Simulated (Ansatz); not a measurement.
# Does disorder add resistance in series? Cu(111) layers displaced at 300 K

Two lengths of the disordered region are known. What area resistance does the third give?

How it was computed: Ansatz 0.2.0, plane waves with PAW datasets at their recommended cutoffs (420 eV for most), Fermi-Dirac smearing; ballistic transmission by layer matching. The area resistance is RA = A (h/2e²)(1/T − 1/N), with T the zone-mean transmission per spin and N the lead's channels, both averaged over a few energies near the Fermi level; for magnets each spin is taken apart, with h/e², and the two conduct in parallel. Lateral cell 2x2, PBE, a fresh random draw for each length. Atoms are displaced independently, by 0.0778 Å r.m.s. per direction; each RA is scaled by the nominal over the drawn mean square displacement.

The runs, with one result withheld:

| length (Å) | channels N | RA (fΩ m²) |
| --- | --- | --- |
| 8.35 | 3.210 | 0.0282 |
| 16.7 | 3.210 | 0.0552 |
| 25.0 | 3.210 | ? |

**Estimate by hand.**

Ohm's law makes RA linear in the length: the slope is (0.0552 − 0.0282)/(16.7 − 8.35) = 3.24×10⁻³ fΩ m² per Å, or 3.2 µΩ cm. Then 0.0552 + 3.24×10⁻³ × 8.35. Predicted: 0.0823 fΩ m².

Check against the run:

0.0925 fΩ m², so the prediction is 11 % too low. The three lengths together give 3.9 µΩ cm. The two increments are 0.027 and 0.037 fΩ m²; with one draw for each length, their difference can't be told from scatter.

Caveats: The scatterers repeat sideways with the small cell. The slope is a raw one; a model of isotropic scattering puts it 1.19 times the bulk value over these lengths.
